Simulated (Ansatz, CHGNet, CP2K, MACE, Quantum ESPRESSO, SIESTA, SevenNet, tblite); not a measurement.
# SIESTA runs on Mg2+ BF4- in dimethyl sulfoxide and 1,3-dioxolane at 400 K (73 atoms)

Wanted: SIESTA inputs and outputs for Mg2+ BF4- in dimethyl sulfoxide and 1,3-dioxolane at 400 K (73 atoms), checked against a plane-wave reference.

Main program and level: SIESTA 5.4.2; the method is named at each step.

**1. The structure**

The cell holds 73 atoms: 11 C, 6 O, 30 H, 4 S, 4 B, 16 F and 2 Mg. Its edges and angles: a = 9.474 Å, b = 9.474 Å, c = 9.474 Å, α = 90.0°, β = 90.0°, γ = 90.0°. 4 dimethyl sulfoxide, 1 1,3-dioxolane, 2 Mg2+, 4 BF4- placed at random, at 1.53 g/cm³; overlaps pushed apart, then 10 ps at 550 K with stiff harmonic cages for PF6 and BF4 with UFF radii; divalent ions of Li, Roberts, Chakravorty and Merz (J. Chem. Theory Comput. 9, 2733 (2013)); MMFF94 bonds, angles, torsions, charges and radii (Halgren, J. Comput. Chem. 17, 490 (1996)) in harmonic and 12-6 forms; charges of ions scaled by 0.8. Snapshot after 30 ps at 400 K and fixed volume. Then every atom was moved at random, 0.03 Å r.m.s. a Cartesian component (hydrogen 0.6 of that).

The yardstick, on the same geometry:

```
method                                           : Kohn-Sham DFT, PBE, PAW, plane waves (Ansatz 0.2.0); cutoff 420 eV, Γ point, fermi-dirac smearing of 0.05 eV; PAW set soft_2
r.m.s. force component                           : 1.628 eV/Å
longest force                                    : 7.902 eV/Å
pressure                                         : 4.223 GPa
gap (highest filled to lowest empty level) : 4.207 eV
SCF cycles                                       : 10
time                                             : 3.1 s on 8 threads of Arm Neoverse V2, shared host
CPU time                                         : 20 s
```

**2. PBE, DZP, shift 0.01 Ry, mesh 500 Ry**

Method: Kohn-Sham DFT, PBE, PseudoDojo 0.4.1 norm-conserving pseudopotentials (converted to PSML), numerical atomic orbitals (DZP), diagonalisation.

The .psml files are PseudoDojo norm-conserving potentials that we converted to this format, checked against plane waves on the same files for H, C, O, Si, Ge and Ca alone.

Contents of input.fdf:

```
SystemLabel cell
NumberOfAtoms 73
NumberOfSpecies 7
%block ChemicalSpeciesLabel
  1 6 C
  2 8 O
  3 1 H
  4 16 S
  5 5 B
  6 9 F
  7 12 Mg
%endblock ChemicalSpeciesLabel
LatticeConstant 1.0 Ang
%block LatticeVectors
  9.47375 0.00000 0.00000
  0.00000 9.47375 0.00000
  0.00000 0.00000 9.47375
%endblock LatticeVectors
PAO.BasisSize DZP
PAO.EnergyShift 0.01 Ry
XC.Functional GGA
XC.Authors PBE
MeshCutoff 500 Ry
%block kgrid_Monkhorst_Pack
  1 0 0 0.0
  0 1 0 0.0
  0 0 1 0.0
%endblock kgrid_Monkhorst_Pack
SolutionMethod diagon
OccupationFunction FD
ElectronicTemperature 580 K
SCF.Mixer.Method Pulay
SCF.Mixer.Weight 0.15
SCF.Mixer.History 8
SCF.Mix Hamiltonian
MaxSCFIterations 300
SCF.DM.Tolerance 1e-04
SCF.H.Tolerance 1.0e-3 eV
WriteForces T
Write.HirshfeldPop T
Write.VoronoiPop T
Write.DM F
Write.H F
XML.Write F
AtomicCoordinatesFormat Fractional
%block AtomicCoordinatesAndAtomicSpecies
  0.12008 0.62151 0.52647 1
  0.23602 0.60870 0.40910 1
  0.15806 0.53068 0.30883 2
  0.03875 0.61331 0.31600 1
  0.00306 0.67582 0.44890 2
  0.13509 0.68391 0.61004 3
  0.06813 0.51667 0.56467 3
  0.31386 0.53882 0.46005 3
  0.28103 0.70312 0.36679 3
  0.04333 0.69757 0.22762 3
  0.94766 0.54042 0.29173 3
  0.75413 0.79620 0.12758 1
  0.79376 0.70929 0.94916 4
  0.86437 0.86313 0.87695 1
  0.66126 0.67232 0.89187 2
  0.70689 0.71597 0.18036 3
  0.85699 0.82231 0.16703 3
  0.68786 0.88117 0.09351 3
  0.78835 0.95190 0.86262 3
  0.96002 0.89253 0.91295 3
  0.89497 0.82718 0.76143 3
  0.03526 0.04965 0.51248 1
  0.20518 0.15443 0.47960 4
  0.21143 0.23405 0.65391 1
  0.17599 0.26661 0.37652 2
  0.05540 0.96919 0.59163 3
  0.95880 0.13147 0.56260 3
  0.00506 0.99018 0.42146 3
  0.21321 0.33731 0.65612 3
  0.10267 0.21599 0.69850 3
  0.29110 0.17430 0.72628 3
  0.57628 0.18132 0.61776 1
  0.51658 0.35802 0.59443 4
  0.69420 0.41720 0.53280 1
  0.49268 0.40930 0.74278 2
  0.52034 0.11227 0.53404 3
  0.69415 0.16456 0.62840 3
  0.54167 0.14003 0.72756 3
  0.67944 0.53199 0.51884 3
  0.77809 0.41213 0.61983 3
  0.74013 0.36535 0.43344 3
  0.39744 0.99270 0.20412 1
  0.34874 0.07366 0.03112 4
  0.52368 0.12885 0.99818 1
  0.24720 0.18799 0.06844 2
  0.46569 0.07158 0.26605 3
  0.29783 0.96499 0.26051 3
  0.44771 0.89423 0.15999 3
  0.51570 0.21835 0.91857 3
  0.57991 0.17581 0.09278 3
  0.58840 0.05052 0.94777 3
  0.45264 0.80390 0.64483 5
  0.33635 0.84431 0.54996 6
  0.45895 0.66337 0.67487 6
  0.40634 0.84623 0.79106 6
  0.58332 0.84439 0.59968 6
[... 13 atom lines left out ...]
  0.27999 0.56740 0.87519 6
  0.05189 0.55023 0.80675 6
  0.49437 0.57541 0.85342 7
  0.20522 0.36142 0.20530 7
%endblock AtomicCoordinatesAndAtomicSpecies
```

On the command line:

```sh
$ OMP_NUM_THREADS=1 mpirun -np 2 siesta < input.fdf > output.txt
```

Output:

```text
Version         : 5.4.2
reinit: System Name:
reinit: System Label: cell
initatom: Reading input for the pseudopotentials and atomic orbitals ----------
Species number:   1 Atomic number:    6 Label: C
Species number:   2 Atomic number:    8 Label: O
Species number:   3 Atomic number:    1 Label: H
Species number:   4 Atomic number:   16 Label: S
Species number:   5 Atomic number:    5 Label: B
Species number:   6 Atomic number:    9 Label: F
Species number:   7 Atomic number:   12 Label: Mg
Ground state valence configuration (from tables):   2s02  2p02  3d00  4f00
Ground state valence configuration (from tables):   2s02  2p04  3d00  4f00
Ground state valence configuration (from tables):   1s01  2p00  3d00  4f00
Ground state valence configuration (from tables):   3s02  3p04  3d00  4f00
Ground state valence configuration (from tables):   2s02  2p01  3d00  4f00
Ground state valence configuration (from tables):   2s02  2p05  3d00  4f00
Ground state valence configuration (from tables):   3s02  3p00  3d00  4f00
---- Processing specs for species: C
GGA--PBE XC_GGA_X_PBE--XC_GGA_C_PBE pb
---- Processing specs for species: O
GGA--PBE XC_GGA_X_PBE--XC_GGA_C_PBE pb
---- Processing specs for species: H
GGA--PBE XC_GGA_X_PBE--XC_GGA_C_PBE pb
---- Processing specs for species: S
GGA--PBE XC_GGA_X_PBE--XC_GGA_C_PBE pb
---- Processing specs for species: B
GGA--PBE XC_GGA_X_PBE--XC_GGA_C_PBE pb
---- Processing specs for species: F
GGA--PBE XC_GGA_X_PBE--XC_GGA_C_PBE pb
---- Processing specs for species: Mg
GGA--PBE XC_GGA_X_PBE--XC_GGA_C_PBE pb
Semicore shell(s) with  8 electrons included in the valence for Mg
Semicore shell(s): 2s 2p
Fallback to non-perturbative polarization scheme for Mg
Please see the manual if this is not desired in principle
C pseudopotential only contains V_ls up to l=1 -- lmxkb reset.
O pseudopotential only contains V_ls up to l=2 -- lmxkb reset.
H pseudopotential only contains V_ls up to l=1 -- lmxkb reset.
[... lines left out ...]
Total number of electrons:   278.000000
[... lines left out ...]
DM filled with atomic data:
InitMesh: MESH = 128 x 128 x 128 = 2097152
InitMesh: Mesh cutoff (required, used) =   500.000   504.520 Ry
stepf: Fermi-Dirac step function
        iscf     Eharris(eV)        E_KS(eV)     FreeEng(eV)     dDmax    Ef(eV) dHmax(eV)
   scf:    1   -20436.573416   -20448.183449   -20448.183449  1.918032 -5.136817  7.464994
   scf:    2   -20471.312621   -20460.688583   -20460.688583  0.059842 -3.938767  4.830781
   scf:    3   -20470.637444   -20468.322461   -20468.322461  0.093068 -3.406411  2.749929
[...]
scf:   11   -20468.677677   -20468.677676   -20468.677676  0.000081 -4.737542  0.001950
   scf:   12   -20468.677677   -20468.677677   -20468.677677  0.000035 -4.737098  0.000625
SCF Convergence by DM+H criterion
max |DM_out - DM_in|         :     0.0000350343
max |H_out - H_in|      (eV) :     0.0006247928
SCF cycle converged after 12 iterations
Using DM_out to compute the final energy and forces
siesta: E_KS(eV) =           -20468.6777
siesta: E_KS - E_eggbox =    -20468.6777
siesta: Atomic forces (eV/Ang):
     1   -1.383464   -3.175732   -3.065633
     2    0.290508   -2.394081    3.843243
     3    0.583579    1.184834    1.157765
[...]
72   -1.305834    0.287045    0.914425
    73   -0.251737   -0.480699   -2.513442
----------------------------------------
   Tot   -0.037113    0.014122   -0.033825
----------------------------------------
   Max    7.324680
   Res    1.818632    sqrt( Sum f_i^2 / 3N )
----------------------------------------
   Max    7.324680    constrained
Stress tensor Voigt[x,y,z,yz,xz,xy] (kbar):      -51.71      -73.59      -27.37        6.52      -13.93       -0.72
(Free)E + p*V (eV/cell)   -20441.6713
Target enthalpy (eV/cell)   -20468.6777
siesta: Program's energy decomposition (eV):
siesta: Ebs     =     -4668.051324
siesta: Eions   =     32211.303628
siesta: Ena     =      6139.989333
siesta: Ekin    =     13147.362156
siesta: Enl     =     -2535.951329
siesta: DEna    =       -71.354953
siesta: DUscf   =        19.847904
siesta: Ex      =     -4632.161907
siesta: Ec      =      -325.105253
siesta: Exc     =     -4957.267161
siesta: Eharris =    -20468.677677
siesta: Etot    =    -20468.677677
siesta: FreeEng =    -20468.677677
siesta: Final energy (eV):
siesta:  Band Struct. =   -4668.051324
siesta:       Kinetic =   13147.362156
siesta:       Hartree =   12747.413192
siesta:         Exch. =   -4632.161907
siesta:         Corr. =    -325.105253
siesta:   Exch.-corr. =   -4957.267161
siesta:  Ion-electron =  -37694.378659
siesta:       Ion-ion =   -3711.807205
siesta:         Total =  -20468.677677
siesta:         Fermi =      -4.737098
siesta: Stress tensor (static) (eV/Ang**3):
siesta:    -0.032273   -0.000447   -0.008697
siesta:    -0.000447   -0.045929    0.004067
siesta:    -0.008697    0.004067   -0.017082
siesta: Cell volume =        850.287433 Ang**3
siesta: Pressure (static):
siesta:                Solid            Molecule  Units
siesta:           0.00034593         -0.00004359  Ry/Bohr**3
siesta:           0.03176151         -0.00400249  eV/Ang**3
siesta:          50.88755694         -6.41269557  kBar
    Orbital volume contribution        =          20.637456 eV
    (Free)E + p_basis*V_orbitals       =      -20448.040221 eV
    (Free)Eharris+ p_basis*V_orbitals  =      -20448.040221 eV
Hirshfeld Atomic Populations:
Atom #   charge [q] valence [e]  Species
     1    -0.000535    4.000535  C
     2     0.012076    3.987924  C
     3    -0.025846    6.025846  O
     4     0.077140    3.922860  C
     5    -0.103455    6.103455  O
     6     0.016170    0.983830  H
     7     0.003747    0.996253  H
     8     0.006229    0.993771  H
[...]
13     0.364203    5.635797  S
[...]
15    -0.203333    6.203333  O
[...]
23     0.364453    5.635547  S
[...]
33     0.383087    5.616913  S
[...]
52     0.129773    2.870227  B
    53    -0.163663    7.163663  F
    54    -0.079183    7.079183  F
    55    -0.214281    7.214281  F
[...]
57     0.183887    2.816113  B
[...]
62     0.091855    2.908145  B
[...]
72     0.459142    9.540858  Mg
    73     0.395127    9.604873  Mg
--------------------
 Total     0.000003
Voronoi Atomic Populations:
Atom #   charge [q] valence [e]  Species
[...]
33     0.379717    5.620283  S
[...]
35    -0.254068    6.254068  O
[...]
42    -0.013749    4.013749  C
    43     0.345534    5.654466  S
    44    -0.038950    4.038950  C
    45    -0.284044    6.284044  O
[...]
50     0.017635    0.982365  H
    51     0.022764    0.977236  H
[...]
62     0.172728    2.827272  B
[...]
67     0.185634    2.814366  B
[...]
70    -0.108662    7.108662  F
    71    -0.122654    7.122654  F
    72     0.468611    9.531389  Mg
    73     0.417715    9.582285  Mg
--------------------
 Total     0.000003
```

Elapsed: 66 s, on 2 MPI ranks of Arm Neoverse V2, shared host; peak memory 1.3 GiB; 2.2 min of CPU time.

Banners, paths, timers and routine set-up lines are dropped from the logs unmarked, and long logs keep their key lines alone; longer cuts are marked.

Against the reference:

* r.m.s. force component: 1.819 eV/Å
* r.m.s. difference of force components: 377.3 meV/Å
* longest difference of force vectors: 1285 meV/Å
* force difference over r.m.s. force: 23.17 %
* slope of forces against the reference's: 1.097
* correlation of force components: 0.9821
* gap (highest filled to lowest empty level): 4.142 eV
* gap difference: -0.0644 eV
* pressure: 5.089 GPa
* pressure difference: 0.8661 GPa

Length of the force difference by element (eV/Å):

| element | atoms | mean | most |
| --- | --- | --- | --- |
| B | 4 | 0.38 | 0.64 |
| C | 11 | 0.55 | 0.98 |
| F | 16 | 0.43 | 0.69 |
| H | 30 | 0.66 | 1.3 |
| Mg | 2 | 0.28 | 0.31 |
| O | 6 | 0.78 | 1.2 |
| S | 4 | 0.98 | 1.3 |

Levels nearest the highest filled one (eV from it): -1.82, -1.80, -1.59, -1.34, -1.29, -1.21, -0.96, -0.70, -0.65, -0.13, -0.04, 0.00, 4.14, 4.34, 4.69, 4.80, 4.95, 5.32, 5.49, 5.79, 5.92, 6.05, 6.21, 6.40.

The surroundings of Mg73, one of the 2 Mg atoms, nearest first, numbered as they follow in the input and with coordinates relative to it.

```csv
atom,x,y,z,distance (Å),Hirshfeld charge (e),Fx,Fy,Fz (eV/Å)
Mg73,0.00,0.00,0.00,0.00,0.40,-0.25,-0.48,-2.51
O25,-0.28,-0.90,1.62,1.87,-0.21,-0.92,1.67,-0.51
F61,1.90,0.06,-0.03,1.91,-0.10,1.50,0.16,0.82
F65,-1.68,-0.81,-0.51,1.93,-0.07,0.93,0.75,0.54
O3,-0.45,1.60,0.98,1.93,-0.03,0.58,1.18,1.16
O45,0.40,-1.64,-1.30,2.13,-0.24,-0.55,1.98,0.02
F69,-0.73,1.34,-1.53,2.16,-0.13,-0.31,-1.49,-0.18
F60,1.81,2.22,-0.57,2.92,-0.12,-1.74,2.77,2.04
B57,2.74,1.29,-0.22,3.03,0.18,0.20,-1.10,-1.60
C4,-1.58,2.39,1.05,3.05,0.08,-5.46,0.80,-3.66
C2,0.29,2.34,1.93,3.05,0.01,0.29,-2.39,3.84
H11,-2.44,1.70,0.82,3.08,0.01,0.07,0.16,-0.45
H8,1.03,1.68,2.41,3.12,0.01,0.91,-0.18,-0.37
```

Forces lie 23 % from the reference's, at 6.5 times its CPU time (on 2 against 8 cores).

**3. PBE, SZP, shift 0.01 Ry, mesh 500 Ry**

Method: Kohn-Sham DFT, PBE, PseudoDojo 0.4.1 norm-conserving pseudopotentials (converted to PSML), numerical atomic orbitals (SZP), diagonalisation.

Edit input.fdf of step 2 so:

```diff
@@ -18,3 +18,3 @@
 %endblock LatticeVectors
-PAO.BasisSize DZP
+PAO.BasisSize SZP
 PAO.EnergyShift 0.01 Ry
```

On the command line:

```sh
$ OMP_NUM_THREADS=1 siesta < input.fdf > output.txt
```

Output:

```text
Version         : 5.4.2
reinit: System Name:
reinit: System Label: cell
initatom: Reading input for the pseudopotentials and atomic orbitals ----------
Species number:   1 Atomic number:    6 Label: C
Species number:   2 Atomic number:    8 Label: O
Species number:   3 Atomic number:    1 Label: H
Species number:   4 Atomic number:   16 Label: S
[... lines left out ...]
SCF Convergence by DM+H criterion
[... lines left out ...]
SCF cycle converged after 12 iterations
[... lines left out ...]
   Max    9.020644
[... lines left out ...]
   Max    9.020644    constrained
Stress tensor Voigt[x,y,z,yz,xz,xy] (kbar):     -117.72     -132.99      -81.42        7.73      -20.05        0.28
[... lines left out ...]
siesta: FreeEng =    -20427.672009
[... lines left out ...]
siesta:         Fermi =      -4.416224
[... lines left out ...]
siesta:         110.70620340         44.93496011  kBar
[... lines left out ...]
    57     0.217618    2.782382  B
[...]
62     0.134599    2.865401  B
[...]
72     0.481154    9.518846  Mg
    73     0.410287    9.589713  Mg
--------------------
 Total     0.000002
Voronoi Atomic Populations:
Atom #   charge [q] valence [e]  Species
[...]
33     0.442074    5.557926  S
[...]
35    -0.268277    6.268277  O
[...]
42     0.006887    3.993113  C
    43     0.403861    5.596139  S
    44    -0.017738    4.017738  C
    45    -0.291717    6.291717  O
[...]
50     0.009628    0.990372  H
    51     0.011522    0.988478  H
[...]
62     0.286937    2.713063  B
[...]
67     0.308328    2.691672  B
[...]
70    -0.136406    7.136406  F
    71    -0.167588    7.167588  F
    72     0.479698    9.520302  Mg
    73     0.432225    9.567775  Mg
--------------------
 Total     0.000001
```

Wall time 1.7 min (1 thread); peak memory 0.92 GiB.

Numbers from this run, and their distance from the reference:

```
r.m.s. force component                           : 2.316 eV/Å
r.m.s. difference of force components            : 1227 meV/Å
longest difference of force vectors              : 3548 meV/Å
force difference over r.m.s. force               : 75.39 %
slope of forces against the reference's          : 1.228
correlation of force components                  : 0.863
gap (highest filled to lowest empty level) : 3.403 eV
gap difference                                   : -0.8036 eV
pressure                                         : 11.07 GPa
pressure difference                              : 6.848 GPa
```

This is a coarse setting, run to see what it loses.

Against the first run (23 %), the force difference from the reference is 75 %, at 0.77 times the CPU time (on 1 against 2 cores), with 505 basis functions against 701: the smaller basis costs accuracy.

[end of part 1 of 2]

[Also dropped from logs without a mark: logging warnings of Python, and SIESTA's first energy breakdown and zero terms.]

[Logs are printed without paths, hosts, clocks, repeated set-up lines and the standing remarks that a program may print on its own settings, such as how far it seeks lower states.]

[Hosts, paths, dates, database ids (printed as entryN), source tags and the programs' standing remarks are cut or masked in the printed files.]

[The MMFF94 radii named for the starting cell were scaled by 0.96; in molecules described by MMFF94, hydrogen bound to N, O or S took a small fixed 12-6 site in their place.]
